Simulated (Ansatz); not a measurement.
# Bi (R-3m, 2 atoms in the cell): modes against uniaxial strain along c, part 2 of 2

Wanted: the shifts of the zone-centre modes of Bi (R-3m, 2 atoms in the cell) with strain.

Ansatz 0.2.0; DFT PBEsol, scalar-relativistic, plane waves, PAW; PAW set soft_1.

So far, highest optical mode at the zone centre (no LO-TO term) (cm⁻¹): step 4 (zone-centre response at rest) 99.2.

The database entry behind the starting cell lists a temperature near 78 K, so it need not match the best structure at ambient conditions.

## Step 5: A member of the series: uniaxial strain of +4 % along c

The cell takes a uniaxial strain of +4 % along c. The strained length and the angles are held, while the rest of the cell and the atoms relax.

Input file input.yaml:

```yaml
crystal:
  lattice:
    - [2.2464453965, 1.2969858544, 4.0392639337]
    - [-2.2464453965, 1.2969858544, 4.0392639337]
    - [0.0, -2.5939717087, 4.0392639338]
  atoms:
    - { symbol: Bi, position: [0.2353008408, 0.2353008404, 0.2353008408] }
    - { symbol: Bi, position: [0.7646991592, 0.7646991596, 0.7646991592] }
  conventional_axes: [[1, -1, 0], [0, 1, -1], [1, 1, 1]]
kpoints:
  mp_grid: { grid: [12, 12, 12] }
hamiltonian:
  xc: pbesol
  pseudopotentials: { kind: paw, azcp: { folder: soft_1 }, xc_functional: pbe }
scf:
  occupations: { method: methfessel_paxton, width: 0.2 }
output:
  forces: true
  stress: true
  eigenvalues: true
relax:
  adjacent_minimum: "off"
  f_tol: 0.001
  max_steps: 60
  cell: { stress_tol: 0.01, fix: [c, angles] }
```

Command:

```console
ansatz run input.yaml --threads 4 --pin off --max-ram 10240MiB --backend cpu --events-out ev --progress --plain --runs-dir out
```

Numbers of over 12 decimals in the logs are rounded to 6 here.

What it wrote:

```text
[...]
k-point 475: bands = [... 11 lower, -0.4146, 8.8629, 9.1586, 9.1586, 10.4045, 10.4045, 10.4179, 16.4366]
--- Relaxed structure (4 steps of the walk, 4 accepted, 1 SCFs on fresh bases) ---
[...]
cell:  # Å, volume = 70.2946 Å³
    - [2.241375, 1.294059, 4.039264]
    - [-2.241375, 1.294059, 4.039264]
    - [1.0297900621251494e-18, -2.588117, 4.039264]
  atoms:
    - { symbol: Bi, position: [0.234832, 0.234832, 0.234832] }
    - { symbol: Bi, position: [0.765168, 0.765168, 0.765168] }
[key lines of the parts left out:]
SCF converged after 5 iterations
Free energy (F): -24488.921983 eV
Fermi energy:    9.613179 eV
P = ⅓ Tr σ = -0.3504 GPa (-3.504 kbar)
```

Wall time 41 s (4 threads of Arm Neoverse V1, shared host); peak memory 0.79 GiB; 2.7 min of CPU time.

The steps of the relaxation:

```tsv
step	energy less that of the first step (eV)	largest force component (eV/Å)	pressure (GPa)	volume (Å³)
1	0.0000	0.0627	-0.69	70.61
2	-0.0005	0.0364	-0.13	70.08
3	-0.0007	0.0014	-0.35	70.29
4	-0.0007	0.0002	-0.35	70.29
5*	-0.0007	0.0002	-0.35	70.29
```

Relaxation steps marked * repeat the geometry before them on a plane-wave basis chosen anew for their cell, so energy and pressure can jump there.

```tsv
conventional cell, symmetrised	before	after	change
a (Å)	4.493	4.483	-0.2 %
b (Å)	4.493	4.483	-0.2 %
c (Å)	12.118	12.118	+0.0 %
volume (Å³/atom)	35.31	35.15	-0.5 %
```

Final coordinates:

```
Bi
1.0
     2.24138    1.29406    4.03926
    -2.24138    1.29406    4.03926
     0.00000   -2.58812    4.03926
Bi
2
Cartesian
  0.0000 0.0000 2.8456
  0.0000 0.0000 9.2721
```

This step gave:

* pressure: -0.3504 GPa
* volume per atom: 35.15 Å³

The largest force component left is 0.17 meV/Å.

## Step 6: Modes of this member: uniaxial strain of +4 % along c

The zone-centre modes follow for uniaxial strain of +4 % along c.

input.yaml, the sections that differ from step 5:

```yaml
crystal:
  lattice:
    - [2.2413751794, 1.2940585632, 4.0392639337]
    - [-2.2413751794, 1.2940585632, 4.0392639337]
    - [0.0, -2.5881171262, 4.0392639338]
  atoms:
    - { symbol: Bi, position: [0.2348322069, 0.2348322079, 0.2348322069] }
    - { symbol: Bi, position: [0.7651677931, 0.7651677921, 0.7651677931] }
output:
  eigenvalues: true
phonons:
  method: dfpt
# kpoints, hamiltonian, scf: as in step 5
# relax: removed
```

What it wrote:

```text
[...]
Crystal: 2 atoms, lattice volume = 70.295 Å³
Basis set: ecut = 420 eV, 1357 PW (Γ), exchange–correlation on 72×72×72 points (8 copies of the dense FFT grid, shifted against one another)
Bands: 19, of which v1, the nominal top of the filled ones, is band 15 counted from 1 (14 counted from 0)
Symmetry: 12 space group operations
k-points: 476 of 1728 (irreducible under 2 space group operations, time reversal used)
[...]
SCF iter   1: F=—  HF=-24488.936704 eV  |F-HF|=—  |Δ(HF+E_count)|=         —  Δρ=1.16e-2  dr2=8.10e-2  ethr=3.10e-3  ⟨swp⟩=5.5  Hψ=43732  notcnv=0
[...]
SCF iter  11: F=-24488.921983 eV  HF=-24488.921983 eV  |F-HF|=7.28e-12  |Δ(HF+E_count)|=  1.09e-11  S|Δr|=    0.00e0  Δρ=4.93e-8  dr2=2.91e-12  ethr=1.00e-12  ⟨swp⟩=5.4  Hψ=35162  notcnv=0
SCF 1 converged in 11 iterations: F = -24488.921983 eV  dr2 = 2.91e-12
[...]
SCF converged after 11 iterations
[...]
Free energy (F): -24488.921983 eV
[...]
Internal energy: -24488.923195 eV  (E = F + TS)
E sigma→0 (E₀):  -24488.922286 eV
Entropy (-TS):   0.001213 eV (0.606 meV/atom)
Fermi energy:    9.613179 eV
[...]
--- Band table (eV; the first three rows and the last of 476) ---
  k-point 0: bands = [... 11 lower, 2.0862, 7.8523, 8.5343, 8.5343, 12.1664, 12.5516, 12.5516, 15.0721]
  k-point 1: bands = [... 11 lower, 1.9404, 7.9009, 8.4933, 8.5223, 12.0717, 12.2029, 12.3867, 14.8880]
  k-point 2: bands = [... 11 lower, 1.5337, 8.0045, 8.4343, 8.4952, 11.3867, 11.8575, 11.9726, 14.6131]
  k-point 475: bands = [... 11 lower, -0.4146, 8.8629, 9.1586, 9.1586, 10.4045, 10.4045, 10.4179, 16.4366]
[...]
ASR residual: 1.159e-5 → 0.000e0 eV/Å²; symmetrization residual: 2.137e-5 eV/Å²
  ASR residual per site (eV/Å²): 1.16e-5 1.16e-5
  Γ frequencies (cm⁻¹): 0.00 0.00 0.00 77.01 77.01 104.51
[...]
```

It took 48 s on 4 threads; peak memory 1.9 GiB; 3 min of CPU time.

This step gave:

* sum-rule residual before enforcement: 1.16e-5 eV/Å²
* highest optical mode at the zone centre (no LO-TO term): 104.5 cm⁻¹
* lowest optical zone-centre mode: 77.01 cm⁻¹

Patterns of degenerate modes are one choice out of their space. Modes at Γ:

```tsv
mode	frequency (cm⁻¹)	symmetry
1	0.0	acoustic
2	0.0	acoustic
3	0.0	acoustic
4	77.0	Eg
5	77.0	Eg
6	104.5	A1g
```

The lowest optical mode is real, 77.0 cm⁻¹, and the highest lies at 104.5 cm⁻¹.

Between step 4 and this run (strain 4 %) the value for the highest optical mode at the zone centre (no LO-TO term) moves from 99.2 cm⁻¹ to 105 cm⁻¹ (+5 %).

## Step 7: A member of the series: uniaxial strain of -4 % along c

The cell takes a uniaxial strain of -4 % along c. The strained length and the angles are held, while the rest of the cell and the atoms relax.

input.yaml, the sections that differ from step 6:

```yaml
crystal:
  lattice:
    - [2.2814339068, 1.3171864803, 3.7285513234]
    - [-2.2814339068, 1.3171864803, 3.7285513234]
    - [0.0, -2.6343729605, 3.7285513234]
  atoms:
    - { symbol: Bi, position: [0.2379951249, 0.2379951262, 0.2379951249] }
    - { symbol: Bi, position: [0.7620048751, 0.7620048738, 0.7620048751] }
  conventional_axes: [[1, -1, 0], [0, 1, -1], [1, 1, 1]]
output:
  forces: true
  stress: true
  eigenvalues: true
relax:
  adjacent_minimum: "off"
  f_tol: 0.001
  max_steps: 60
  cell: { stress_tol: 0.01, fix: [c, angles] }
# kpoints, hamiltonian, scf: as in step 6
# phonons: removed
```

What it wrote:

```text
[...]
Crystal: 2 atoms, lattice volume = 67.227 Å³
Basis set: ecut = 420 eV, 1363 PW (Γ), exchange–correlation on 64×64×64 points (8 copies of the dense FFT grid, shifted against one another)
Bands: 19, of which v1, the nominal top of the filled ones, is band 15 counted from 1 (14 counted from 0)
Symmetry: 4 space group operations
k-points: 476 of 1728
[...]
k-point 475: bands = [... 11 lower, -0.1018, 9.1540, 9.4985, 9.4985, 10.3917, 10.3917, 10.4291, 17.7503]
--- Relaxed structure (3 steps of the walk, 3 accepted, 1 SCFs on fresh bases) ---
[...]
cell:  # Å, volume = 67.6265 Å³
    - [2.288196, 1.321090, 3.728551]
    - [-2.288196, 1.321090, 3.728551]
    - [-2.262746794215774e-19, -2.642181, 3.728551]
  atoms:
    - { symbol: Bi, position: [0.238420, 0.238420, 0.238420] }
    - { symbol: Bi, position: [0.761580, 0.761580, 0.761580] }
[key lines of the parts left out:]
SCF converged after 6 iterations
Free energy (F): -24488.920081 eV
Fermi energy:    10.130300 eV
P = ⅓ Tr σ = 0.4366 GPa (4.366 kbar)
```

Run time: 31 s. Hardware: 4 threads; peak memory 0.76 GiB; 2 min of CPU time.

Relaxation path:

```tsv
step	energy less that of the first step (eV)	largest force component (eV/Å)	pressure (GPa)	volume (Å³)
1	0.0000	0.0475	0.84	67.23
2	-0.0005	0.0214	0.21	67.86
3	-0.0007	0.0001	0.44	67.63
4*	-0.0007	0.0001	0.44	67.63
```

Relaxation steps marked * repeat the geometry before them on a plane-wave basis chosen anew for their cell, so energy and pressure can jump there.

```tsv
conventional cell, symmetrised	before	after	change
a (Å)	4.563	4.576	+0.3 %
b (Å)	4.563	4.576	+0.3 %
c (Å)	11.186	11.186	-0.0 %
volume (Å³/atom)	33.61	33.81	+0.6 %
```

Final coordinates:

```xyz
2
Lattice="2.2882 1.3211 3.7286 -2.2882 1.3211 3.7286 0.0000 -2.6422 3.7286" Properties=species:S:1:pos:R:3 pbc="T T T"
Bi    0.0000    0.0000    2.6669
Bi    0.0000    0.0000    8.5188
```

Numbers from this step:

```yaml
pressure: 0.4366 GPa
volume_per_atom: 33.81 Å³
```

The largest force component left is 0.095 meV/Å.

## Step 8: Zone-centre modes of the member: uniaxial strain of -4 % along c

The zone-centre modes follow for uniaxial strain of -4 % along c.

input.yaml, the sections that differ from step 7:

```yaml
crystal:
  lattice:
    - [2.288195723, 1.3210904166, 3.7285513234]
    - [-2.288195723, 1.3210904166, 3.7285513234]
    - [0.0, -2.6421808332, 3.7285513234]
  atoms:
    - { symbol: Bi, position: [0.2384201287, 0.2384201273, 0.2384201287] }
    - { symbol: Bi, position: [0.7615798713, 0.7615798727, 0.7615798713] }
output:
  eigenvalues: true
phonons:
  method: dfpt
# kpoints, hamiltonian, scf: as in step 7
# relax: removed
```

What it wrote:

```text
[...]
Crystal: 2 atoms, lattice volume = 67.627 Å³
Basis set: ecut = 420 eV, 1363 PW (Γ), exchange–correlation on 64×64×64 points (8 copies of the dense FFT grid, shifted against one another)
Bands: 19, of which v1, the nominal top of the filled ones, is band 15 counted from 1 (14 counted from 0)
Symmetry: 12 space group operations
k-points: 476 of 1728 (irreducible under 2 space group operations, time reversal used)
[...]
k-point 1: bands = [... 11 lower, 2.6327, 8.7405, 8.7802, 8.9527, 12.7932, 12.9759, 13.0969, 15.2558]
  k-point 2: bands = [... 11 lower, 2.1479, 8.7884, 8.8966, 9.0265, 12.1435, 12.4447, 12.5729, 15.0845]
  k-point 475: bands = [... 11 lower, -0.1018, 9.1540, 9.4985, 9.4985, 10.3917, 10.3917, 10.4291, 17.7503]
[...]
ASR residual: 2.454e-5 → 0.000e0 eV/Å²; symmetrization residual: 8.321e-7 eV/Å²
  ASR residual per site (eV/Å²): 2.45e-5 2.45e-5
  Γ frequencies (cm⁻¹): 0.00 0.00 0.00 48.93 48.93 92.57
[...]
[key lines of the parts left out:]
SCF converged after 11 iterations
Free energy (F): -24488.920081 eV
Fermi energy:    10.130301 eV
```

Wall time 42 s (4 threads); peak memory 1.8 GiB; 2.6 min of CPU time.

This step gave:

* sum-rule residual before enforcement: 2.45e-5 eV/Å²
* highest optical mode at the zone centre (no LO-TO term): 92.57 cm⁻¹
* lowest optical zone-centre mode: 48.93 cm⁻¹

Patterns of degenerate modes are one choice out of their space. Modes at Γ:

```tsv
mode	frequency (cm⁻¹)	symmetry
1	0.0	acoustic
2	0.0	acoustic
3	0.0	acoustic
4	48.9	Eg
5	48.9	Eg
6	92.6	A1g
```

Displacements in mode 4 (48.9 cm⁻¹), the largest set to 1:
```
Bi1  0.00  1.00  0.00
Bi2  0.00 -1.00  0.00
```

Displacements in mode 6 (92.6 cm⁻¹), the largest set to 1:
```
Bi1  0.00  0.00  1.00
Bi2  0.00  0.00 -1.00
```

The lowest optical mode is real, 48.9 cm⁻¹, and the highest lies at 92.6 cm⁻¹.

Between step 4 and this run (strain -4 %) the value for the highest optical mode at the zone centre (no LO-TO term) moves from 99.2 cm⁻¹ to 92.6 cm⁻¹ (-7 %).

## Step 9: All members side by side

The members are set side by side, also those not shown above.

Stress is positive in compression; energies are extrapolated to zero smearing, and E0 is that at rest; the edges not held and the atoms are relaxed in each cell; all runs use 12×12×12 k points and Methfessel-Paxton smearing of 0.2 eV. State of the crystal along the series:

```tsv
strain (%)	stress along the axis (GPa)	free strain along a (%)	free strain along b (%)	E - E0 (meV/atom)
-4	1.326	1.124	1.124	5.579
-3	0.9794	0.8248	0.8248	3.079
-2	0.6402	0.5394	0.5394	1.337
-1	0.3112	0.2668	0.2668	0.3204
0	3.35e-4	0	0	0
1	-0.2982	-0.2501	-0.2501	0.3385
2	-0.5742	-0.4899	-0.4899	1.288
3	-0.8256	-0.7215	-0.7215	2.787
4	-1.052	-0.9456	-0.9456	4.778
```

Optical modes are counted from below at rest and tracked from member to member by their patterns, and modes that stay within 0.3 cm⁻¹ of each other stand once; labels, where given, are those at rest; the edges not held and the atoms are relaxed in each cell; all runs use 12×12×12 k points and Methfessel-Paxton smearing of 0.2 eV. Optical modes along the series:

```tsv
strain (%)	optical mode 1 Eg (cm⁻¹)	optical mode 2 A1g (cm⁻¹)
-4	48.93	92.57
-3	53.76	94.54
-2	57.92	96.22
-1	61.74	97.74
0	65.25	99.19
1	68.39	100.5
2	71.35	101.9
3	74.21	103.2
4	77.01	104.5
```

Value and slope at zero strain of a cubic (a lower polynomial where under five rows exist) through the rows within 2 % of rest. Slopes at rest:

```tsv
mode	frequency (cm⁻¹)	shift per percent of strain (cm⁻¹)	shift per GPa of compressive stress (cm⁻¹)
optical mode 1 Eg	65.2	3.31	-10.86
optical mode 2 A1g	99.2	1.4	-4.59
```

## Step 10: What came out

| Property | Result |
| --- | --- |
| members | 9 |
| highest optical mode at the zone centre (no LO-TO term), at rest | 99.19 cm⁻¹ |
| Young’s modulus along c | 30.5 GPa |
| optical mode 1 Eg, shift per percent | 3.31 cm⁻¹ |
| optical mode 2 A1g, shift per percent | 1.40 cm⁻¹ |

In words: The stress changes by 0.31 GPa for each percent, a Young’s modulus of 31 GPa along c. For each percent the free edge responds with -0.26 %. The fastest shift in the table of slopes is 3.3 cm⁻¹ for each percent (optical mode 1 Eg), or -10.9 cm⁻¹ for each GPa of compressive stress. For small strain, the measured shift of a line that Raman or infrared light can see, divided by its slope, estimates the stress, if the state of stress is of this kind. These are harmonic frequencies at zero temperature: anharmonic shifts, linewidths and thermal expansion are left out. Spin-orbit coupling is left out, which can matter for the heavy elements here. With no gap, or one that is small against the smearing, the frequencies hang on the k mesh and the smearing, most of all near Kohn anomalies. The PAW files were made for PBE; the program adapts parts of them to the functional of the run, but their partial waves stay those of PBE, an approximation that was not tested in this session. Only the zone centre was solved, so an instability at another wavevector cannot show here.

[Logs are printed without paths, hosts, clocks, repeated set-up lines and the standing remarks that a program may print on its own settings, such as how far it seeks lower states.]

[Hosts, paths, dates, database ids (printed as entryN), source tags and the programs' standing remarks are cut or masked in the printed files.]
